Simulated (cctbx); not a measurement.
**Resonant diffraction in Y23Mg4Ir7**

Space group P6_3mc (no. 186), a = 9.7490 Å, b = 9.7490 Å, c = 22.0600 Å, α = 90.00°, β = 90.00°, γ = 120.00°.

| atom | mult. | x | y | z | Ueq (Å²) |
| --- | --- | --- | --- | --- | --- |
| Ir1 | 6 | 0.2902 | 0.1451 | 0.0611 | 0.0113 |
| Ir2 | 2 | 1/3 | 2/3 | 0.3644 | 0.0166 |
| Ir3 | 6 | 0.0394 | 0.5197 | 0.2116 | 0.0112 |
| Y1 | 2 | 1/3 | 2/3 | 0.1468 | 0.0108 |
| Y2 | 6 | 0.5807 | 0.7903 | 0.2783 | 0.0131 |
| Y3 | 6 | 0.9148 | 0.4574 | 0.0853 | 0.0177 |
| Y4 | 2 | 0 | 0 | 0.5017 | 0.0211 |
| Y5 | 6 | 0.9213 | 0.4607 | 0.3536 | 0.0205 |
| Y6 | 6 | 0.7418 | 0.8709 | 0.1318 | 0.0173 |
| Y7 | 6 | 0.4137 | 0.2069 | 0.4906 | 0.0199 |
| Y8 | 6 | 0.5822 | 0.7911 | 0.4489 | 0.0231 |
| Y9 | 6 | 0.4181 | 0.2091 | 0.2173 | 0.0153 |
| Mg1 | 6 | 0.2035 | 0.1017 | 0.3609 | 0.0211 |
| Mg2 | 2 | 0 | 0 | 0.2501 | 0.0398 |

The model was made for the exercise: a known structure type with other elements put in, its volume estimated, not relaxed; displacement parameters are assumed.

Calculated with cctbx: free-atom f′ and f″ from the Sasaki tables, no fine structure; amplitudes in electrons.

How do |F(hkl)| and |F(−h−k−l)| change across the Y K edge?

```text
E (eV)    f'(Y)   f''           |F|2 0 3        |F|2 0 2        |F|1 0 0        |F|1 1 0
  16438   -2.93   0.56      273.6/ 266.4    388.4/ 378.9    131.1/ 131.1    136.0/ 136.0
  16788   -3.72   0.54      278.6/ 272.1    391.9/ 383.1    128.6/ 128.6    134.7/ 134.7
  16918   -4.43   0.53      282.7/ 276.6    394.6/ 386.2    126.3/ 126.3    133.4/ 133.4
  16978   -5.10   0.53      286.4/ 280.7    397.0/ 388.9    124.0/ 124.0    132.1/ 132.1
  17008   -5.77   0.53      290.1/ 284.8    399.3/ 391.5    121.7/ 121.7    130.7/ 130.7
  17023   -6.43   0.53      293.8/ 288.8    401.6/ 394.1    119.5/ 119.5    129.4/ 129.4
  17030   -7.00   0.53      296.9/ 292.1    403.6/ 396.2    117.6/ 117.6    128.3/ 128.3
  17034   -7.58   0.52      300.0/ 295.6    405.5/ 398.5    115.6/ 115.6    127.2/ 127.2
  17042   -8.49   3.75      298.1/ 303.1    402.7/ 405.0    114.1/ 114.1    126.2/ 126.2
  17046   -7.39   3.75      291.9/ 296.6    398.9/ 400.9    117.8/ 117.8    128.3/ 128.3
  17053   -6.62   3.75      287.7/ 292.1    396.3/ 398.0    120.3/ 120.3    129.9/ 129.9
  17068   -5.84   3.74      283.3/ 287.6    393.6/ 395.1    122.9/ 122.9    131.4/ 131.4
  17098   -5.09   3.73      279.2/ 283.2    391.1/ 392.3    125.5/ 125.5    132.9/ 132.9
  17188   -4.10   3.69      274.0/ 277.6    388.0/ 388.8    128.8/ 128.8    134.9/ 134.9
  17438   -3.06   3.58      268.8/ 271.9    385.0/ 385.5    132.4/ 132.4    137.0/ 137.0
```

The edge is at 17038 eV. f′ of Y falls from -4.4 e at 16918 eV to -7.6 e at 4 eV below it, and f″ steps from 0.53 to 3.75 e across it. Over that approach |F| changes by +6 % (2 0 3), +3 % (2 0 2), -8 % (1 0 0) and -5 % (1 1 0): a reflection falls where Y scatters in phase with the total and rises where it scatters against it; it hardly moves where the Y term is small or cancels by symmetry or lies in quadrature to the total. The f″ term interferes with the normal scattering with opposite sign for the two Friedel mates. The largest Friedel difference in the scan is 2.7 % of the mean (2 0 3, at 16438 eV).

[Logs are printed without paths, hosts, clocks, repeated set-up lines and the standing remarks that a program may print on its own settings, such as how far it seeks lower states.]
